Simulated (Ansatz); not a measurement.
# Formation energy and levels of the vacancy V_N in AlN (F-43m), part 2 of 2

Wanted: the transition levels of a vacancy in AlN (F-43m), from a cell of 54 host atoms with 1 N taken out.

Ansatz; place-levels on r2SCAN runs: charge-transition levels and formation energies with image-charge correction and potential alignment at the atomic sites; PAW set soft_1.

So far: Set-up; What was run first.

## Step 3: Placing the levels, r2SCAN

A charged cell interacts with its images and the background, and its potential has another zero than the host's. place-levels removes the first by a point-charge model, screened by the static dielectric constant since the ions have relaxed around the charge, and the second by comparing potentials at atoms far from the defect.

The host is a run of the defect-free crystal in the same cutoffs, grids and k-points, so that basis and sampling errors cancel in part in the differences. The host is run in a cell of 2 atoms on a matching mesh. Its band edges are searched through the zone by a band path, so the gap is smaller than, or equal to, that on the mesh. Chemical potentials are energies per atom of N (N2 molecule), run with the same functional and cutoff.

The input, levels.point.yaml:

```yaml
host:
  run: host.point.run
states: [qm1.point.run, q0_M1.point.run, qp1.point.run, qp2_M1.point.run, qp3.point.run]
geometry_from:
  qm1.point.run: qm1.relax.run
  q0_M1.point.run: q0_M1.relax.run
  qp1.point.run: qp1.relax.run
  qp2_M1.point.run: qp2_M1.relax.run
  qp3.point.run: qp3.relax.run
  host.point.run: host.relax.run
chemical_potentials:
  "N":
    energy: -384.814403
    dataset: "<sha256 of the dataset>"
epsilon: 4.64
static_epsilon: 8.51
vertical:
  - { from: qm1.point.run, to: qm1.point_neutral.run }
  - { from: qp1.point.run, to: qp1.point_neutral.run }
  - { from: qp2_M1.point.run, to: qp2_M1.point_neutral.run }
  - { from: qp3.point.run, to: qp3.point_neutral.run }
```

On the command line:

```
ansatz place-levels levels.point.yaml -- --threads 4 --pin off --max-ram 7536MiB
```

The log of the run:

```text
[... repeated set-up lines and file paths are left out, and long positions are rounded to six places ...]
(+3/+2) 0.014 eV beneath the valence edge, in the valence band
(+2/+1) 0.581 eV above the valence edge, 3.299 eV under the conduction edge
(+1/0) 3.555 eV above the valence edge, 0.325 eV under the conduction edge
(0/-1) 4.238 eV above the valence edge, in the conduction band
formation energy of charge +3: +2.178 eV with the Fermi level at the valence edge
formation energy of charge +2: +2.164 eV with the Fermi level at the valence edge
formation energy of charge +1: +2.744 eV with the Fermi level at the valence edge
formation energy of charge 0: +6.299 eV with the Fermi level at the valence edge
formation energy of charge -1: +10.537 eV with the Fermi level at the valence edge
vertical -1 to 0: no energy, since no alignment is typed
  the change from vertical[0].from (qm1.point.run) to vertical[0].to (qm1.point_neutral.run): by its potential at epsilon 4.64 it stands at 0.420 0.420 0.414, with an rms radius of about 2.3 Å (1.3 1.3 1.3 Å across the planes of the cell's vectors); [...]
vertical +1 to 0: no energy, since no alignment is typed
  the change from vertical[1].from (qp1.point.run) to vertical[1].to (qp1.point_neutral.run): by its potential at epsilon 4.64 it stands at 0.414 0.411 0.410, with an rms radius of about 3.1 Å (1.8 1.8 1.8 Å across the planes of the cell's vectors); [...]
vertical +2 to 0: no energy, since no alignment is typed
  the change from vertical[2].from (qp2_M1.point.run) to vertical[2].to (qp2_M1.point_neutral.run): by its potential at epsilon 4.64 it stands at 0.396 0.397 0.396, with an rms radius of about 2.6 Å (1.5 1.5 1.5 Å across the planes of the cell's vectors); [...]
vertical +3 to 0: no energy, since no alignment is typed
  the change from vertical[3].from (qp3.point.run) to vertical[3].to (qp3.point_neutral.run): by its potential at epsilon 4.64 it stands at 0.394 0.394 0.394, with an rms radius of about 2.1 Å (1.2 1.2 1.2 Å across the planes of the cell's vectors); [...]
  edges by r2scan, gap 3.880 eV; the host is sampled to repeats of 18.82 Å
  the defect's cells are sampled to repeats of 18.82 Å, like sampling
  charge +3: -24698.8719 eV with its correction of +1.839 eV, at epsilon 8.51, aligned at sites: -0.2616 eV, mean over 19 atomic sites at or beyond 4.70 Å from the host's site at [0.4168, 0.4168, 0.4168] by the defect at [0.4167, 0.4167, 0.4167], with [...]
  charge +2: -24692.6375 eV with its correction of +0.750 eV, at epsilon 8.51, aligned at sites: -0.2081 eV, mean over 19 atomic sites at or beyond 4.70 Å from the host's site at [0.4168, 0.4168, 0.4168] by the defect at [0.4167, 0.4167, 0.4167], with [...]
  charge +1: -24685.8079 eV with its correction of +0.123 eV, at epsilon 8.51, aligned at sites: -0.1682 eV, mean over 19 atomic sites at or beyond 4.70 Å from the host's site at [0.4168, 0.4168, 0.4168] by the defect at [0.4167, 0.4167, 0.4167], with [...]
  charge 0: +0.000 eV for its dipole among its images, +0.000 omitted
  charge -1: -24665.5176 eV with its correction of +0.370 eV, at epsilon 8.51, aligned at sites: -0.0786 eV, mean over 19 atomic sites at or beyond 4.70 Å from the host's site at [0.4168, 0.4168, 0.4168] by the defect at [0.4167, 0.4167, 0.4167], with [...]
  of states[4] (qp3.point.run): it parts from the run that its charge is read beside by 3 carriers, of which the mean alone is read, by its potential at epsilon 4.64, taken for that of held ions (one typed too small widens it): that is narrow, but one of them [...]
  of states[3] (qp2_M1.point.run): it parts from the run at its places by a charge that spreads by about 1.5 Å along one vector (1.3 Å or more is wide), by its potential at epsilon 4.64, taken for that of held ions (one typed too small widens it), where the [...]
  of states[2] (qp1.point.run): it parts from the run at its places by a charge that spreads by about 1.8 Å along one vector (1.3 Å or more is wide), by its potential at epsilon 4.64, taken for that of held ions (one typed too small widens it), where the cell [...]
  of states[1] (q0_M1.point.run): stability_check_not_made
  of states[0] (qm1.point.run): the host's ions (past the first shell or, of a walk that freed a part, those that it held) aren't shown at rest: they stand up to 0.079 Å off their sites, 0.88 of a continuum's relaxation, the totals under the two constants [...]
  of vertical[0].to (qm1.point_neutral.run): stability_check_not_made
  of vertical[1].from (qp1.point.run): it parts from the run at its places by a charge that spreads by about 1.8 Å along one vector (1.3 Å or more is wide), by its potential at epsilon 4.64, taken for that of held ions (one typed too small widens it), where [...]
  of vertical[1].to (qp1.point_neutral.run): its moments are held at its close (magnetization.spin_locking), by a field of 0.016 eV a Bohr magneton, and its energy and levels are of the state that this holds: a run that lets them go can end lower; [...]
  of vertical[2].from (qp2_M1.point.run): stability_check_not_made; [...]
  of vertical[2].to (qp2_M1.point_neutral.run): its moments are held at its close (magnetization.spin_locking), by a field of 0.096 eV a Bohr magneton, and its energy and levels are of the state that this holds: a run that lets them go can end lower; [...]
  of vertical[3].from (qp3.point.run): its displacements don't fall off away from the defect: farther atoms stand 0.012 Å off the host's places. [...]
  of vertical[3].to (qp3.point_neutral.run): its displacements don't fall off away from the defect: farther atoms stand 0.012 Å off the host's places. [...]
```

Wall time 0.54 s (4 threads of Arm Neoverse V1, shared host).

Levels between the charges placed, in eV above the valence top:

```csv
,gap (eV),(+3/+2),(+2/+1),(+1/0),(0/−1)
r2SCAN,3.88,-0.01,0.58,3.55,4.24
```

Corrections by state:

| charge | moment (μB) | image terms and alignment (eV) | band filling (eV) | ε used | over the lowest of its charge, as the program ranks them, band filling apart (eV) |
| --- | --- | --- | --- | --- | --- |
| +3 | 0.0 | 1.839 | - | 8.51 | 0.000 |
| +2 | 1.0 | 0.750 | - | 8.51 | 0.000 |
| +1 | 0.0 | 0.123 | - | 8.51 | 0.000 |
| 0 | 1.0 | 0.000 | - | - | 0.000 |
| −1 | 0.0 | 0.370 | - | 8.51 | 0.000 |

The charged structures listed were also run neutral, and place-levels reads from each pair, by the potential or the spins, how wide the charge is by which they differ; that can be the carrier of either run.

```
charge  rms radius (Å)  spread where it is widest against the cell (Å)  wide from (Å)  reading
    +3             2.1                                            1.21           1.33   narrow
    +2             2.6                                            1.51           1.33     wide
    +1             3.1                                            1.84           1.33     wide
    −1             2.3                                            1.33           1.33   narrow
```

The neutral runs of these pairs need not share the spin of the lowest neutral state, and very wide values only mean spread over the cell.

From the program's caveats on the states, each cut to its opening words:

- charge +3: it parts from the run that its charge is read beside by 3 carriers, of which the mean alone is read, by its potential at epsilon 4.64, taken for that of held [...]
- charge +3: its alignment with the host at atomic sites is doubtful: the mean over the far sites moves by -0.3850 eV from their farther parts to their nearer, more than [...]
- charge +3: its displacements don't fall off away from the defect: farther atoms stand 0.012 Å off the host's places
- charge +2 (1 μB): it parts from the run at its places by a charge that spreads by about 1.5 Å along one vector (1.3 Å or more is wide), by its potential at epsilon 4.64, taken [...]
- charge +2 (1 μB): its alignment with the host at atomic sites is doubtful: the mean over the far sites moves by -0.2405 eV from their farther parts to their nearer, more than [...]
- charge +2 (1 μB), 0 (1 μB): flagged: stability check not made
- charge +1: it parts from the run at its places by a charge that spreads by about 1.8 Å along one vector (1.3 Å or more is wide), by its potential at epsilon 4.64, taken [...]
- charge +1: its alignment with the host at atomic sites is doubtful: the mean over the far sites moves by -0.1249 eV from their farther parts to their nearer, more than [...]
- charge −1: the host's ions (past the first shell or, of a walk that freed a part, those that it held) aren't shown at rest: they stand up to 0.079 Å off their sites, 0.88 [...]

The host's formation energy from the elements is -1.590 eV per atom at this strain; it sets how far the chemical potentials can move.

Limit set by the element alone; other compounds of these elements are not counted. Chemical potentials from the elements' reference states: Al 0.00 eV, N -3.18 eV. Formation energies (Al-rich), with the Fermi level at the valence top and at the conduction bottom (gap 3.88 eV):

```
charge  at valence top (eV)  at conduction bottom (eV)  correction included (eV)
    +3                -1.00                      10.64                      1.84
    +2                -1.02                       6.75                      0.75
    +1                -0.43                       3.45                      0.12
     0                 3.12                       3.12                      0.00
    −1                 7.36                       3.48                      0.37
```

| Fermi level (eV) | lowest formation energy (eV) |
| --- | --- |
| 0.00 | -1.02 |
| 0.35 | -0.31 |
| 0.70 | 0.27 |
| 1.06 | 0.62 |
| 1.41 | 0.98 |
| 1.76 | 1.33 |
| 2.12 | 1.68 |
| 2.47 | 2.04 |
| 2.82 | 2.39 |
| 3.18 | 2.74 |
| 3.53 | 3.09 |
| 3.88 | 3.12 |

Limit set by the element alone; other compounds of these elements are not counted. Chemical potentials from the elements' reference states: N 0.00 eV, Al -3.18 eV. Formation energies (N-rich), with the Fermi level at the valence top and at the conduction bottom (gap 3.88 eV):

```csv
charge,at valence top (eV),at conduction bottom (eV),correction included (eV)
+3,2.18,13.82,1.84
+2,2.16,9.92,0.75
+1,2.74,6.62,0.12
0,6.30,6.30,0.00
−1,10.54,6.66,0.37
```

| Fermi level (eV) | lowest formation energy (eV) |
| --- | --- |
| 0.00 | 2.16 |
| 0.35 | 2.87 |
| 0.70 | 3.45 |
| 1.06 | 3.80 |
| 1.41 | 4.15 |
| 1.76 | 4.51 |
| 2.12 | 4.86 |
| 2.47 | 5.21 |
| 2.82 | 5.57 |
| 3.18 | 5.92 |
| 3.53 | 6.27 |
| 3.88 | 6.30 |

## Step 4: The same at the relaxations' own k-points

The relaxations' own energies give the levels at their sampling, for comparison.

The input, levels.relax_mesh.yaml:

```yaml
host:
  run: host.relax.run
states: [qm1.relax.run, q0_M1.relax.run, qp1.relax.run, qp2_M1.relax.run, qp3.relax.run]
chemical_potentials:
  "N":
    energy: -384.814403
    dataset: "<sha256 of the dataset>"
```

On the command line:

```
ansatz place-levels levels.relax_mesh.yaml -- --threads 4 --pin off --max-ram 7536MiB
```

The log of the run:

```text
(+3/+2) 0.301 eV beneath the valence edge, in the valence band
(+2/+1) 0.317 eV above the valence edge, 3.515 eV under the conduction edge
(+1/0) 3.638 eV above the valence edge, 0.194 eV under the conduction edge
(0/-1) 4.299 eV above the valence edge, in the conduction band
formation energy of charge +3: +2.153 eV with the Fermi level at the valence edge
formation energy of charge +2: +1.852 eV with the Fermi level at the valence edge
formation energy of charge +1: +2.169 eV with the Fermi level at the valence edge
formation energy of charge 0: +5.807 eV with the Fermi level at the valence edge
formation energy of charge -1: +10.107 eV with the Fermi level at the valence edge
  edges by r2scan, gap 3.832 eV; the host is sampled to repeats of 9.41 Å
[... the lines on each state left out ...]
```

It took 0.16 s on 4 threads.

Levels between neighbouring charges, in eV above the valence top:

```csv
,gap (eV),(+3/+2),(+2/+1),(+1/0),(0/−1)
"one point at (¼, ¼, ¼)",3.83,-0.30,0.32,3.64,4.30
a 2×2×2 shifted mesh,3.88,-0.01,0.58,3.55,4.24
```

Going from one point at (¼, ¼, ¼) to a 2×2×2 shifted mesh moves the levels that carry no band-filling term by up to 0.29 eV and formation energies against the elements by up to 0.58 eV.

## Step 5: Results

```yaml
gap_of_the_host: 3.88 eV (r2SCAN)
level_plus_3_plus_2: 0.01 eV below the valence top
level_plus_2_plus_1: 0.58 eV above the valence top
level_plus_1_over_0: 3.55 eV above the valence top
level_0_minus_1: 4.24 eV above the valence top, past the conduction bottom
lowest_of_the_charges_placed_just_above_the_valence_top_0p02_ev: +2
lowest_of_the_charges_placed_just_below_the_conduction_bottom_0p02_ev: 0
lowest_formation_energy_at_mid_gap_of_the_charges_run_al_rich: 1.51 eV
lowest_formation_energy_at_mid_gap_of_the_charges_run_n_rich: 4.68 eV
```

**Reading.** Of the charges placed (−1, 0, +1, +2 and +3), the lowest changes at 0.58 eV (+2/+1) and 3.55 eV (+1/0) above the valence top, in a gap of 3.88 eV. (+2/+1) lies nearer to a band edge than the share of the finite-size correction in it (0.63 eV), and that correction holds for a localised charge alone. (+3/+2) lies 0.01 eV from a band edge, less than the doubt on such levels. States placed: +3 at 0 μB; +2 at 1 μB; +1 at 0 μB; 0 at 1 μB; −1 at 0 μB. Other spin states or structures, where not listed, weren't placed. Corrections reach 1.8 eV, so the cell is small for these charges and their levels are rough. Going from one point at (¼, ¼, ¼) to a 2×2×2 shifted mesh moves the levels that carry no band-filling term by up to 0.29 eV and formation energies against the elements by up to 0.58 eV. The program doubts the alignment of potentials for at least one state, a sign that the cell is small. What this leaves open: r2SCAN makes the gap too small and tends to spread out bound carriers; where a gas molecule sets a chemical potential or the host's formation energy, its binding is uncorrected; force components of up to 0.24 eV/Å remain in a run at the final settings.

[Logs are printed without paths, hosts, clocks, repeated set-up lines and the standing remarks that a program may print on its own settings, such as how far it seeks lower states.]

[Hosts, paths, dates, database ids (printed as entryN), source tags and the programs' standing remarks are cut or masked in the printed files.]

[Where a table of states has a column of steps, it counts the stored structures, which are thinned; the runs took as many ionic steps or more.]

[A defect's name tells the site on which it was built; relaxed atoms can leave that site.]

[For some hosts the program warned that the k-mesh of the response run may be too coarse for force constants and the static dielectric constant; such warnings are not shown here.]
